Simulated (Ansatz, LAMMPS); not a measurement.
**Liquid 67SiO2-10B2O3-12K2O-12Na2O (mol %) at 1960 K (134 atoms): support functions against a reference**

Aim: test how closely localised support functions follow the reference on liquid 67SiO2-10B2O3-12K2O-12Na2O (mol %) at 1960 K (134 atoms), and at what cost. A setting counts as converged where the r.m.s. difference of forces stays under 1 % of the r.m.s. force.

Method: Kohn-Sham DFT, PBE, PAW (set soft_2), plane waves, in Ansatz 0.2.0.

The raw output is cut from this account; settings, times and results stay.

## 1. Starting point

The cell holds 134 atoms: 28 Si, 8 B, 10 K, 10 Na and 78 O. Its edges and angles: a = 13.329 Å, b = 13.329 Å, c = 13.329 Å, α = 90.0°, β = 90.0°, γ = 90.0°. 134 atoms (28 Si, 8 B, 10 K, 10 Na, 78 O) placed at random at 2.33 g/cm³, melted at 3000 K for 20 ps at fixed volume with the Buckingham and Coulomb pair potential of Guillot and Sator (Geochim. Cosmochim. Acta 71, 1249 (2007)) with the boron terms of Wang et al. (J. Non-Cryst. Solids 498, 294 (2018)). Snapshot at the end of a hold of 10 ps at 1960 K and zero pressure.

Before any run, some limits are plain. The starting topology of bonds comes from the classical model, and needn't be the one that DFT or experiment would give. Only the Γ point is sampled, in a cell whose shortest periodic width is 13 Å.

## 2. Making the structure

A classical potential makes the cell, at a small fraction of what the same run would cost in DFT.

This step: classical MD, Buckingham and Coulomb pair potential of Guillot and Sator (Geochim. Cosmochim. Acta 71, 1249 (2007)) with the boron terms of Wang et al. (J. Non-Cryst. Solids 498, 294 (2018)) (LAMMPS 22 Jul 2025 - Update 4).

The input, in.lmp:

```
# melt-quench of Si28B8K10Na10O78
units metal
atom_style charge
boundary p p p
region box block 0 12.4963 0 12.4963 0 12.4963
create_box 5 box
mass 1 28.0850   # Si
mass 2 10.8100   # B
mass 3 39.0983   # K
mass 4 22.9898   # Na
mass 5 15.9990   # O
create_atoms 1 random 28 301922 NULL overlap 1.5 maxtry 2000
create_atoms 2 random 8 301929 NULL overlap 1.5 maxtry 2000
create_atoms 3 random 10 301936 NULL overlap 1.5 maxtry 2000
create_atoms 4 random 10 301943 NULL overlap 1.5 maxtry 2000
create_atoms 5 random 78 301950 NULL overlap 1.5 maxtry 2000
pair_style buck/coul/long 9.0
pair_coeff * * 0.0 1.0 0.0
pair_coeff 1 5 50306.10 0.161 46.2978   # Si-O
pair_coeff 2 5 206941.81 0.124 35.0018   # B-O
pair_coeff 3 5 2284.77 0.29 0   # K-O
pair_coeff 4 5 120303.80 0.17 0   # Na-O
pair_coeff 5 5 9022.79 0.265 85.0921   # O-O
pair_coeff 2 2 484.40 0.35 0.0   # B-B
pair_coeff 1 2 337.70 0.29 0.0   # Si-B
set type 1 charge 1.89
set type 2 charge 1.4175
set type 3 charge 0.4725
set type 4 charge 0.4725
set type 5 charge -0.945
kspace_style pppm 1.0e-4
neigh_modify delay 0 every 1 check yes
thermo_style custom step time temp pe press density
thermo_modify norm yes
# [... 24 lines left out ...]
compute msd all msd com yes
thermo 2500
fix md all npt temp 1960 1960 0.1 iso 0 0 1
run 10000 post no
print "== T1960: mean square displacement over the hold $(c_msd[4]:%.2f) A^2"
unfix md
uncompute msd
write_dump all custom T1960.dump id type xs ys zs modify sort id
```

Launch:

```sh
$ lmp -in in.lmp -log none -nocite
```

Wall time 25 s (1 thread of Arm Neoverse V2, shared host); peak memory 0.071 GiB.

## 3. Plane-wave single point

This run is the reference for what follows, at a cutoff of 420 eV.

The input, input.yaml:

```yaml
crystal:
  lattice:
    - [13.32943, 0.0, 0.0]
    - [0.0, 13.32943, 0.0]
    - [0.0, 0.0, 13.32943]
  atoms:
    - { symbol: Si, position: [0.70154, 0.10192, 0.31502] }
    - { symbol: Si, position: [0.61275, 0.11219, 0.7623] }
    - { symbol: Si, position: [0.63262, 0.34754, 0.71825] }
    - { symbol: Si, position: [0.22303, 0.43832, 0.71677] }
    - { symbol: Si, position: [0.21929, 0.73972, 0.95297] }
    - { symbol: Si, position: [0.67809, 0.41902, 0.49808] }
    - { symbol: Si, position: [0.46407, 0.14377, 0.59891] }
    - { symbol: Si, position: [0.84436, 0.49088, 0.24488] }
    - { symbol: Si, position: [0.41753, 0.98914, 0.85582] }
    - { symbol: Si, position: [0.2963, 0.86405, 0.69034] }
    - { symbol: Si, position: [0.83462, 0.45348, 0.8154] }
    - { symbol: Si, position: [0.14153, 0.49823, 0.92027] }
    - { symbol: Si, position: [0.47214, 0.19702, 0.39684] }
    - { symbol: Si, position: [0.38419, 0.27506, 0.77537] }
    - { symbol: Si, position: [0.10134, 0.13037, 0.43274] }
    - { symbol: Si, position: [0.46722, 0.79684, 0.40646] }
    - { symbol: Si, position: [0.12723, 0.36567, 0.49768] }
    - { symbol: Si, position: [0.90381, 0.63555, 0.67723] }
    - { symbol: Si, position: [0.91327, 0.49252, 0.47575] }
    - { symbol: Si, position: [0.55039, 0.53727, 0.64312] }
    - { symbol: Si, position: [0.54103, 0.39446, 0.29256] }
    - { symbol: Si, position: [0.98478, 0.93494, 0.52985] }
    - { symbol: Si, position: [0.32786, 0.63866, 0.63565] }
    - { symbol: Si, position: [0.06022, 0.81101, 0.72394] }
    - { symbol: Si, position: [0.75797, 0.91622, 0.47016] }
    - { symbol: Si, position: [0.72536, 0.30102, 0.17905] }
    - { symbol: Si, position: [0.59789, 0.73736, 0.12501] }
    - { symbol: Si, position: [0.89288, 0.42815, 0.039] }
    - { symbol: B, position: [0.4417, 0.77873, 0.92468] }
    - { symbol: B, position: [0.52102, 0.60399, 0.28012] }
    - { symbol: B, position: [0.62655, 0.90224, 0.29132] }
    - { symbol: B, position: [0.0724, 0.8879, 0.92698] }
    [... 96 atom lines left out ...]
    - { symbol: O, position: [0.17476, 0.70736, 0.06487] }
    - { symbol: O, position: [0.83112, 0.43638, 0.94015] }
    - { symbol: O, position: [0.01245, 0.69212, 0.7037] }
    - { symbol: O, position: [0.61879, 0.51923, 0.5542] }
    - { symbol: O, position: [0.18454, 0.79888, 0.71732] }
    - { symbol: O, position: [0.53622, 0.91165, 0.35815] }
kpoints:
  mp_grid: { grid: [1, 1, 1] }
hamiltonian:
  xc: pbe
scf:
  occupations: { method: fermi_dirac, width: 0.05 }
output:
  forces: true
  stress: true
  populations: intrinsic
  dos:
    method: { smearing: { sigma: 0.08 } }
    de: 0.1
    projected: { site_lists: { B: [B], K: [K], Na: [Na], O: [O], Si: [Si] } }
  eigenvalues: true
  write_density: true
  write_potential: true
  volumetric_format: npy
```

Launch:

```sh
$ ansatz run input.yaml --threads 4 --pin off --max-ram 8192MiB --backend cpu --events-out ev --progress --plain --runs-dir out
```

Run time: 73 s. Hardware: 4 threads of Arm Neoverse V2, shared host; peak memory 3.4 GiB.

The program notes that the exchange-correlation potential is rough where the density is thin.

The run gave:

```
free energy                                      : -93633.4758 eV
free energy per atom                             : -698.7573 eV/atom
SCF cycles                                       : 14
pressure                                         : -4.186 GPa
r.m.s. force component                           : 1.92 eV/Å
longest force                                    : 8.719 eV/Å
Fermi energy                                     : 3.232 eV
gap (highest filled to lowest empty level) : 0.5353 eV
```

The r.m.s. force component of 1.9 eV/Å sets the scale for the differences below.

## 4. Support functions medium

The cell is solved in localised support functions. Besides, the program derives a nominal cutoff of 464 eV for this run, against the reference's 420.

This step: Kohn-Sham DFT, PBE, PAW (set soft_2), localised support functions (medium) (Ansatz 0.2.0).

input.yaml, the sections that differ from step 3:

```yaml
scf:
  occupations: { method: fermi_dirac, width: 0.05 }
  eigensolver: { kind: { support_functions: { accuracy: medium } } }
  max_iter: 150
output:
  forces: true
  eigenvalues: true
# crystal, kpoints, hamiltonian: as in step 3
```

It took 5 min on 4 threads; peak memory 7.1 GiB.

The program notes that the band table was not solved further than the SCF left it and it switched symmetry off.

Keys that differ from the reference: support_functions.accuracy = "medium" and scf.max_iter = 150.

Forces differ from the reference by 0.72 meV/Å r.m.s., 0.038 % of their size, well within a tolerance of 1 %; the energy by -4.6 meV/atom. It took roughly 4.1 times the reference's time (one timing each, with unlike analyses asked), in 17 cycles against 14.

## 5. Support functions low

The cell is solved in localised support functions.

This step: Kohn-Sham DFT, PBE, PAW (set soft_2), localised support functions (low) (Ansatz 0.2.0).

input.yaml, the sections that differ from step 4:

```yaml
scf:
  occupations: { method: fermi_dirac, width: 0.05 }
  eigensolver: { kind: { support_functions: { accuracy: low } } }
  max_iter: 150
# crystal, kpoints, hamiltonian, output: as in step 4
```

Elapsed: 2.8 min, on 4 threads; peak memory 5.2 GiB; 11 min of CPU time.

Keys that differ from the reference: support_functions.accuracy = "low" and scf.max_iter = 150.

Forces differ from the reference by 0.78 meV/Å r.m.s., 0.041 % of their size, well within a tolerance of 1 %; the energy by -4.6 meV/atom. It took roughly 2.3 times the reference's time (one timing each, with unlike analyses asked), in 15 cycles against 14.

## 6. Support functions medium, radius 3.72 Å

The radius confines each support function; a larger one gives more freedom and more work per atom. Besides, the program derives a nominal cutoff of 464 eV for this run, against the reference's 420.

This step: Kohn-Sham DFT, PBE, PAW (set soft_2), localised support functions (medium) (Ansatz 0.2.0).

input.yaml, the sections that differ from step 5:

```yaml
scf:
  occupations: { method: fermi_dirac, width: 0.05 }
  eigensolver: { kind: { support_functions: { accuracy: medium, radius: 3.72 } } }
  max_iter: 150
# crystal, kpoints, hamiltonian, output: as in step 5
```

Wall time 4.4 min (4 threads); peak memory 6.8 GiB.

Keys that differ from the reference: support_functions.accuracy = "medium", support_functions.radius = 3.72 and scf.max_iter = 150.

Forces differ from the reference by 0.77 meV/Å r.m.s., 0.040 % of their size, well within a tolerance of 1 %; the energy by -4.6 meV/atom. It took roughly 3.6 times the reference's time (one timing each, with unlike analyses asked), in 17 cycles against 14.

## 7. Support functions medium, radius 4.02 Å

input.yaml, the sections that differ from step 6:

```yaml
scf:
  occupations: { method: fermi_dirac, width: 0.05 }
  eigensolver: { kind: { support_functions: { accuracy: medium, radius: 4.02 } } }
  max_iter: 150
# crystal, kpoints, hamiltonian, output: as in step 6
```

The job ended after 5.6 min (4 threads; peak memory 7.5 GiB; 22 min of CPU time).

Keys that differ from the reference: support_functions.accuracy = "medium", support_functions.radius = 4.02 and scf.max_iter = 150.

Forces differ from the reference by 0.69 meV/Å r.m.s., 0.036 % of their size, well within a tolerance of 1 %; the energy by -4.6 meV/atom. It took roughly 4.6 times the reference's time (one timing each, with unlike analyses asked), in 17 cycles against 14.

## 8. A run with a doubtful setting

A doubtful change is made on purpose, to see how the program answers.

This step: Kohn-Sham DFT, PBE+U, PAW (set soft_2), plane waves (Ansatz 0.2.0).

input.yaml, the sections that differ from step 7:

```yaml
hamiltonian:
  xc: pbe
  hubbard: { sites: [{ species: O, l: p, u_eff: 20.0 }] }
scf:
  occupations: { method: fermi_dirac, width: 0.05 }
  max_iter: 60
output:
  forces: true
# crystal, kpoints: as in step 7
```

Elapsed: 48 s, on 4 threads; peak memory 3.6 GiB; 3.1 min of CPU time.

The run converged on the changed input; its numbers don't describe the system as set up.

The fault in the input: an enormous U (hamiltonian.hubbard.sites = [{"species": "O", "l": "p", "u_eff": 20.0}]). The fix is to take out hamiltonian.hubbard.sites.

How far it lies from the reference, the plane-wave single point:

* r.m.s. difference of force components: 1216 meV/Å
* longest difference of force vectors: 4292 meV/Å
* force difference over r.m.s. force: 63.33 %

## 9. All settings compared

Differences are against the plane-wave reference (Kohn-Sham DFT, PBE, PAW (set soft_2), plane waves), whose r.m.s. force component is 1.92 eV/Å. Energies are set beside the reference only for runs with its functional, potentials and electron count. Times are for 4 threads of Arm Neoverse V2, shared host. The reference's time includes the DOS, the stress and grids, which some other runs skip.

```
                                    run  Δ force, r.m.s. (meV/Å)  share of r.m.s. force (%)  Δ energy (meV/atom)  Δ gap (eV)  cycles     time  host memory (GiB)
                              reference                        -                          -                    -           -      14     73 s                3.4
               support functions medium                    0.722                     0.0376                -4.61     -3.0e-4      17    5 min                7.1
                  support functions low                    0.783                     0.0408                -4.57      7.0e-4      15  2.8 min                5.2
support functions medium, radius 3.72 Å                    0.772                     0.0402                -4.61     -4.0e-4      17  4.4 min                6.8
support functions medium, radius 4.02 Å                    0.692                     0.0361                -4.61     -3.0e-4      17  5.6 min                7.5
```

## 10. What the reference run shows

With the settings judged, the reference run is read for its physics.

Length of the force by element and coordination:

```csv
element,coordination,atoms,mean length of the force (eV/Å),spread,least,most
B,all,8,3.25,1.22,1.59,5.11
K,all,10,1.32,0.592,0.217,2.43
Na,all,10,1.24,0.367,0.282,1.59
O,all,78,2.50,1.52,0.363,8.67
Si,all,28,4.49,2.02,0.971,8.72
```

Intrinsic-atomic-orbital charges by element and coordination:

| element | coordination | atoms | mean charge (e) | spread | least | most |
| --- | --- | --- | --- | --- | --- | --- |
| B | all | 8 | 0.568 | 0.0567 | 0.495 | 0.696 |
| K | all | 10 | 0.858 | 0.0106 | 0.834 | 0.868 |
| Na | all | 10 | 0.811 | 0.0421 | 0.714 | 0.862 |
| O | all | 78 | -0.866 | 0.138 | -1.17 | -0.501 |
| Si | all | 28 | 1.66 | 0.0471 | 1.53 | 1.74 |

States in the cell by windows of 1 eV, zero at the Fermi level; the larger projections on atomic orbitals stand beside the total:

```
from (eV)  to (eV)  total   O p  Si p   O s   K p
      -18      -17   14.1   0.3   1.4  10.8   0.1
      -17      -16   29.8   0.6   2.8  18.7   6.5
      -16      -15   23.7   0.1   0.0   0.3  23.2
      -15      -14   25.8   0.1   0.0   0.1  25.5
      -14      -13    4.3   0.1   0.0   0.1   4.1
      -13      -12    2.0   1.4   0.1   0.1   0.0
      -12      -11    5.8   3.9   0.3   0.2   0.0
      -11      -10   16.5  10.9   0.9   0.7   0.0
      -10       -9   20.1  13.9   1.8   0.8   0.0
       -9       -8   24.3  17.4   2.8   0.7   0.0
       -8       -7   36.6  27.4   5.4   0.7   0.0
       -7       -6   27.8  21.5   3.2   0.7   0.0
       -6       -5   52.2  43.1   3.6   2.0   0.0
       -5       -4   73.5  64.4   3.6   2.1   0.1
       -4       -3   71.7  65.3   2.2   1.4   0.1
       -3       -2   64.0  59.0   1.5   1.0   0.0
       -2       -1   37.2  34.6   0.9   0.3   0.0
       -1        0   36.3  33.6   1.0   0.3   0.0
        0        1    6.0   0.8   0.1   0.3   0.0
        1        2    8.9   1.1   0.6   0.7   0.0
        2        3   21.1   2.0   1.8   1.2   0.0
        3        4   30.2   2.7   3.7   1.9   0.0
        4        5   47.5   4.1   8.4   2.7   0.0
```

The curve was stored every 0.100 eV, coarse against its broadening of 0.08 eV, so these counts are rough.

Between -26 and -18 eV lie 159 more states.

The levels nearest the highest filled one (over half full), pooled over k-points and spins:

| level less the highest filled one (eV) | occupation |
| --- | --- |
| -0.189 | 2 |
| -0.172 | 2 |
| -0.146 | 2 |
| -0.0902 | 2.00 |
| -0.0447 | 2.00 |
| 0 | 1.99 |
| 0.535 | 0.012 |
| 0.859 | 0 |
| 1.12 | 0 |
| 1.52 | 0 |
| 1.82 | 0 |
| 1.90 | 0 |

(Continued in part 2 of 2.)

[Long decimals in the printed logs are rounded to 6 places.]

[Logs are printed without paths, hosts, clocks, repeated set-up lines and the standing remarks that a program may print on its own settings, such as how far it seeks lower states.]

[Hosts, paths, dates, database ids (printed as entryN), source tags and the programs' standing remarks are cut or masked in the printed files.]
